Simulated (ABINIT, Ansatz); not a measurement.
# A GW chain in ABINIT: Rb2LiAlF6 (Fm-3m)

Aim: the G0W0 gap of Rb2LiAlF6 (Fm-3m) on PBEsol, step by step.

Main program and level: ABINIT 10.8.3; PBEsol and many-body steps on it, plane waves.

Most raw output is cut from this account.

### 1. The starting structure

Symmetry: Fm-3m, No. 225, cubic system. The conventional cell has a = 8.228 Å, b = 8.228 Å, c = 8.228 Å, α = 90.00°, β = 90.00°, γ = 90.00°. Nearest to Rb lie 12 F at 2.92 Å. Nearest to Li lie 6 F at 2.26 Å. Al has 6 F at 1.86 Å nearest. F has 1 Al at 1.86 Å and 1 Li at 2.26 Å and 4 Rb at 2.92 Å nearest. Farther neighbours and most contacts between anions are not listed.

Structure file:

```cif
data_structure
_symmetry_space_group_name_H-M 'Fm-3m'
_symmetry_Int_Tables_number 225
_cell_length_a 8.2279
_cell_length_b 8.2279
_cell_length_c 8.2279
_cell_angle_alpha 90.000
_cell_angle_beta 90.000
_cell_angle_gamma 90.000
_cell_volume 557.01
loop_
_atom_site_label
_atom_site_type_symbol
_atom_site_symmetry_multiplicity
_atom_site_Wyckoff_symbol
_atom_site_fract_x
_atom_site_fract_y
_atom_site_fract_z
_atom_site_occupancy
Rb1 Rb 8 c 0.25000 0.25000 0.75000 1
Li1 Li 4 b 0.50000 0.00000 0.00000 1
Al1 Al 4 a 0.00000 0.00000 0.00000 1
F1 F 24 e 0.22582 0.00000 0.00000 1
```

The cell and positions are those that the Materials Project relaxed with its own functionals (PBE, PBE+U or r2SCAN), kept fixed.

### 2. Ground state

This step: ABINIT 10.8.3; DFT, PBEsol, plane waves, norm-conserving pseudopotentials.

The ground-state density comes first.

run.abi

```
acell 3*1.0 Angstrom
rprim 
  0.000000000000 4.113943000000 4.113943000000
  4.113943000000 0.000000000000 4.113943000000
  4.113943000000 4.113943000000 -0.000000000000
ntypat 4
znucl 37 3 13 9
natom 10
typat 1 1 2 3 4 4 4 4 4 4
xred 
  0.750000000000 0.750000000000 0.750000000000
  0.250000000000 0.250000000000 0.250000000000
  0.500000000000 0.500000000000 0.500000000000
  0.000000000000 -0.000000000000 -0.000000000000
  0.774175000000 0.225825000000 0.225825000000
  0.225825000000 0.225825000000 0.774175000000
  0.225825000000 0.774175000000 0.774175000000
  0.225825000000 0.774175000000 0.225825000000
  0.774175000000 0.225825000000 0.774175000000
  0.774175000000 0.774175000000 0.225825000000
pp_dirpath "pseudos"
pseudos "Rb.upf, Li.upf, Al.upf, F.upf"
ecut 36
ngkpt 4 4 4
nshiftk 1
shiftk 0 0 0
kptopt 1
chksymbreak 0
nband 42
occopt 1
tolvrs 1e-10
nstep 60
prtwf 0
optforces 0
optstress 0
indata_prefix "in"
outdata_prefix "out"
tmpdata_prefix "tmp"
```

Launch:

```console
$ OMP_NUM_THREADS=1 mpirun -n 4 abinit run.abi > log
```

Run time: 48 s. Hardware: 4 MPI ranks of Intel Xeon Platinum 8488C (Sapphire Rapids), shared host; peak memory 0.52 GiB; 3.2 min of CPU time.

This step gave:

```
total energy               : -5757.2240 eV
gap                        : 7.106 eV
k of the valence top       : 0, 0, 0
k of the conduction bottom : 0, 0, 0
least direct gap           : 7.106 eV
```

The gap is direct, at Γ.

### 3. Bands along the symmetry lines

The cheap functional maps the bands first; the places of the edges decide which points the dearer methods must see.

Edit run.abi of step 2 so:

```diff
@@ -23,14 +23,40 @@
 ecut 36
-ngkpt 4 4 4
-nshiftk 1
-shiftk 0 0 0
-kptopt 1
-chksymbreak 0
-nband 42
-occopt 1
-tolvrs 1e-10
-nstep 60
+iscf -2
+irdden 1
+kptopt 0
+nkpt 26
+kpt 
+  0.00000000 0.00000000 0.00000000
+  0.12500000 0.00000000 0.12500000
+  0.25000000 0.00000000 0.25000000
+  0.37500000 0.00000000 0.37500000
+  0.50000000 0.00000000 0.50000000
+  0.53125000 0.06250000 0.53125000
+  0.56250000 0.12500000 0.56250000
+  0.59375000 0.18750000 0.59375000
+  0.62500000 0.25000000 0.62500000
+  0.37500000 0.37500000 0.75000000
+  0.28125000 0.28125000 0.56250000
+  0.18750000 0.18750000 0.37500000
+  0.09375000 0.09375000 0.18750000
+  0.00000000 0.00000000 0.00000000
+  0.12500000 0.12500000 0.12500000
+  0.25000000 0.25000000 0.25000000
+  0.37500000 0.37500000 0.37500000
+  0.50000000 0.50000000 0.50000000
+  0.50000000 0.43750000 0.56250000
+  0.50000000 0.37500000 0.62500000
+  0.50000000 0.31250000 0.68750000
+  0.50000000 0.25000000 0.75000000
+  0.50000000 0.18750000 0.68750000
+  0.50000000 0.12500000 0.62500000
+  0.50000000 0.06250000 0.56250000
+  0.50000000 0.00000000 0.50000000
+istwfk *1
+nband 40
+nbdbuf 2
+tolwfr 1e-08
+nstep 40
 prtwf 0
-optforces 0
-optstress 0
+prtvol 0
 indata_prefix "in"
```

It took 76 s on 4 MPI ranks; peak memory 0.53 GiB.

This step gave:

```yaml
gap: 7.106 eV
k_of_the_valence_top: 0, 0, 0
k_of_the_conduction_bottom: 0, 0, 0
least_direct_gap: 7.106 eV
```

The gap is 7.106 eV, as in the run before at this level.

Electronic bands along the path, in eV, zero at the top of the highest filled band:

| point | band 30 | band 31 | band 32 | band 33 | band 34 | band 35 | band 36 | band 37 |
| --- | --- | --- | --- | --- | --- | --- | --- | --- |
| Γ | -0.33 | 0.00 | 0.00 | 0.00 | 7.11 | 9.73 | 9.73 | 9.73 |
| halfway | -0.44 | -0.17 | -0.17 | -0.01 | 8.05 | 9.98 | 10.22 | 10.44 |
| X | -0.55 | -0.36 | -0.36 | -0.02 | 9.64 | 10.07 | 10.46 | 10.75 |
| halfway | -0.54 | -0.35 | -0.34 | -0.04 | 9.73 | 10.09 | 10.42 | 10.84 |
| U | -0.51 | -0.32 | -0.29 | -0.08 | 9.98 | 10.03 | 10.17 | 10.92 |
| jump to K | -0.51 | -0.32 | -0.29 | -0.08 | 9.98 | 10.03 | 10.17 | 10.92 |
| halfway | -0.38 | -0.13 | -0.13 | -0.08 | 8.14 | 9.99 | 10.33 | 10.37 |
| Γ | -0.33 | 0.00 | 0.00 | 0.00 | 7.11 | 9.73 | 9.73 | 9.73 |
| halfway | -0.37 | -0.09 | -0.09 | -0.06 | 7.82 | 9.85 | 10.14 | 10.14 |
| L | -0.41 | -0.17 | -0.17 | -0.14 | 9.09 | 9.37 | 10.74 | 10.74 |
| halfway | -0.47 | -0.27 | -0.17 | -0.16 | 9.48 | 9.66 | 10.61 | 11.00 |
| W | -0.54 | -0.37 | -0.17 | -0.17 | 10.18 | 10.29 | 10.29 | 10.38 |
| halfway | -0.55 | -0.37 | -0.29 | -0.06 | 9.82 | 10.12 | 10.43 | 10.86 |
| X | -0.55 | -0.36 | -0.36 | -0.02 | 9.64 | 10.07 | 10.46 | 10.75 |

### 4. Empty states on the mesh, 2×2×2 mesh, 111 bands

The sums over transitions need many empty states on a uniform mesh; this step solves for them.

run.abi

```
acell 3*1.0 Angstrom
rprim 
  0.000000000000 4.113943000000 4.113943000000
  4.113943000000 0.000000000000 4.113943000000
  4.113943000000 4.113943000000 -0.000000000000
ntypat 4
znucl 37 3 13 9
natom 10
typat 1 1 2 3 4 4 4 4 4 4
xred 
  0.750000000000 0.750000000000 0.750000000000
  0.250000000000 0.250000000000 0.250000000000
  0.500000000000 0.500000000000 0.500000000000
  0.000000000000 -0.000000000000 -0.000000000000
  0.774175000000 0.225825000000 0.225825000000
  0.225825000000 0.225825000000 0.774175000000
  0.225825000000 0.774175000000 0.774175000000
  0.225825000000 0.774175000000 0.225825000000
  0.774175000000 0.225825000000 0.774175000000
  0.774175000000 0.774175000000 0.225825000000
pp_dirpath "pseudos"
pseudos "Rb.upf, Li.upf, Al.upf, F.upf"
ecut 36
ngkpt 2 2 2
nshiftk 1
shiftk 0 0 0
kptopt 1
chksymbreak 0
iscf -2
irdden 1
istwfk *1
nband 111
nbdbuf 10
tolwfr 1e-09
nstep 60
prtvol 0
indata_prefix "in"
outdata_prefix "out"
tmpdata_prefix "tmp"
```

The job ended after 41 s (4 MPI ranks; peak memory 0.44 GiB).

This step gave:

```
gap                                                           : 7.106 eV
k of the valence top                                          : 0, 0, 0
k of the conduction bottom                                    : 0, 0, 0
least direct gap                                              : 7.106 eV
k points computed                                             : 3
lowest point of the top converged band, above the valence top : 34.29 eV
```

On this mesh the gap is 7.106 eV.

### 5. Screening, 2×2×2 mesh, 101 bands, screening to 98 eV

The RPA dielectric matrix is built and inverted for each q.

This step: RPA screening on PBEsol, plane waves, norm-conserving pseudopotentials.

Edit run.abi of step 4 so:

```diff
@@ -28,10 +28,11 @@
 chksymbreak 0
-iscf -2
-irdden 1
 istwfk *1
-nband 111
-nbdbuf 10
-tolwfr 1e-09
-nstep 60
-prtvol 0
+occopt 1
+irdwfk 1
+optdriver 3
+nband 101
+ecuteps 3.6
+inclvkb 2
+awtr 1
+symchi 1
 indata_prefix "in"
```

Elapsed: 31 s, on 4 MPI ranks; peak memory 1.5 GiB; 2.1 min of CPU time.

Numbers from this step:

| Item | Value |
| --- | --- |
| ε∞ with local fields, on this mesh, along the program's q direction | 2.067 |
| the same without local fields | 2.235 |
| plasma frequency | 25.56 eV |
| plane waves in the screening matrix | 331 |

Local fields lower ε∞ by 8 %. On a Γ-centred mesh this coarse the value itself is usually too large, while a short band sum pulls it down.

### 6. Self-energy, 2×2×2 mesh, 101 bands, screening to 98 eV

The self-energy is evaluated for the states that the input lists, and the levels follow from it, in one-shot runs by the linearised quasiparticle equation.

This step: G0W0 on PBEsol, plane waves, norm-conserving pseudopotentials.

Edit run.abi of step 5 so:

```diff
@@ -31,8 +31,15 @@
 irdwfk 1
-optdriver 3
+optdriver 4
 nband 101
+gwcalctyp 0
+ecutsigx 36
+symsigma 1
+nkptgw 1
+kptgw 
+  0.0000000000 0.0000000000 0.0000000000
+bdgw 
+  31 37
 ecuteps 3.6
-inclvkb 2
-awtr 1
-symchi 1
+irdscr 1
+ppmodel 1
 indata_prefix "in"
```

It took 7.5 s on 4 MPI ranks; peak memory 1.1 GiB.

This step gave:

* G0W0 gap on the points computed: 11.03 eV
* starting gap on the mesh: 7.106 eV
* k of the valence top: 0, 0, 0
* k of the conduction bottom: 0, 0, 0
* Z at the valence top: 0.82
* Z at the conduction bottom: 0.898
* least direct G0W0 gap on the computed points: 11.03 eV

The gap on the mesh goes from 7.11 eV to 11.03 eV, a correction of +3.93 eV.

Limits: finite bands, cutoff and mesh; no spin-orbit coupling; coarse k mesh. v1 is the top filled band, c1 the lowest empty one. The levels before and after the correction (eV, zero at the valence-band top of each column):

|  | conduction bottom | valence top |
| --- | --- | --- |
| Kohn-Sham | 7.11 | 0.00 |
| G0W0 | 11.03 | 0.00 |

|  | level | energy (eV) |
| --- | --- | --- |
| Kohn-Sham | Γ v3-v1 | 0.000 |
| Kohn-Sham | Γ c1 | 7.106 |
| Kohn-Sham | Γ c2-c4 | 9.733 |
| G0W0 | Γ v3-v1 | 0.000 |
| G0W0 | Γ c1 | 11.031 |
| G0W0 | Γ c2-c4 | 14.005 |

### 7. Where the time went

Times are wall times on 4 MPI ranks of Intel Xeon Platinum 8488C (Sapphire Rapids), shared host, good to a factor of about two.

| step | time | share | memory (GiB) |
| --- | --- | --- | --- |
| ground state | 48 s | 23 % | 0.52 |
| bands along the symmetry lines | 76 s | 37 % | 0.53 |
| empty states on the mesh | 41 s | 20 % | 0.44 |
| screening | 31 s | 15 % | 1.5 |
| self-energy | 7.5 s | 4 % | 1.1 |

### 8. Summary of results

| Quantity | Value |
| --- | --- |
| PBEsol gap | 7.11 eV, direct |
| G0W0 gap on the mesh | 11.03 eV |
| GW settings | 2×2×2 mesh, 101 bands, screening to 98 eV, Godby-Needs plasmon pole |
| known limits | not at the basis limit; no spin-orbit coupling; coarse k mesh |

In words: G0W0 moves the gap on the mesh from 7.11 eV to 11.03 eV (+3.93 eV), with Z of 0.82 and 0.90 at the edges. Local fields lower the RPA ε∞ on this mesh from 2.24 to 2.07; a Γ-centred mesh this coarse tends to raise both, most where the direct gap is narrow, while a short band sum lowers them. Only 1 of the mesh's irreducible points was corrected, so a valley elsewhere could overtake. The dearest step here is «bands along the symmetry lines». Bands and cutoff are finite, so the gap is not at the basis limit. The miss can reach some tenths of an eV and take either sign; the mesh is an error of its own. In the G0W0 run levels were corrected at 1 k point alone, so a gap called «on the mesh» is the least over those, and an edge elsewhere would be missed. The 2×2×2 mesh is coarse for this cell, which bears on the long-range parts of exchange and screening. The many-body steps are scalar-relativistic: spin-orbit coupling is not in them.

[Paths, hosts, dates, memory and timing lines, banners, echoed tables and standing remarks are left out of the program output.]

[Logs are printed without paths, hosts, clocks, repeated set-up lines and the standing remarks that a program may print on its own settings, such as how far it seeks lower states.]

[Runs of the session that timed out or met a known fault of the program may be left out.]

[Hosts, paths, dates, database ids (printed as entryN), source tags and the programs' standing remarks are cut or masked in the printed files.]

[G0W0 gaps are taken among the corrected bands and points alone; a level outside them can change the order at an edge.]

[Where Ansatz stands beside ABINIT at settings called matched, ABINIT's density can come from a denser mesh and the files from another edition; pairs whose starting gaps differed by over 0.03 eV were left out, so agreement reads better than it is.]
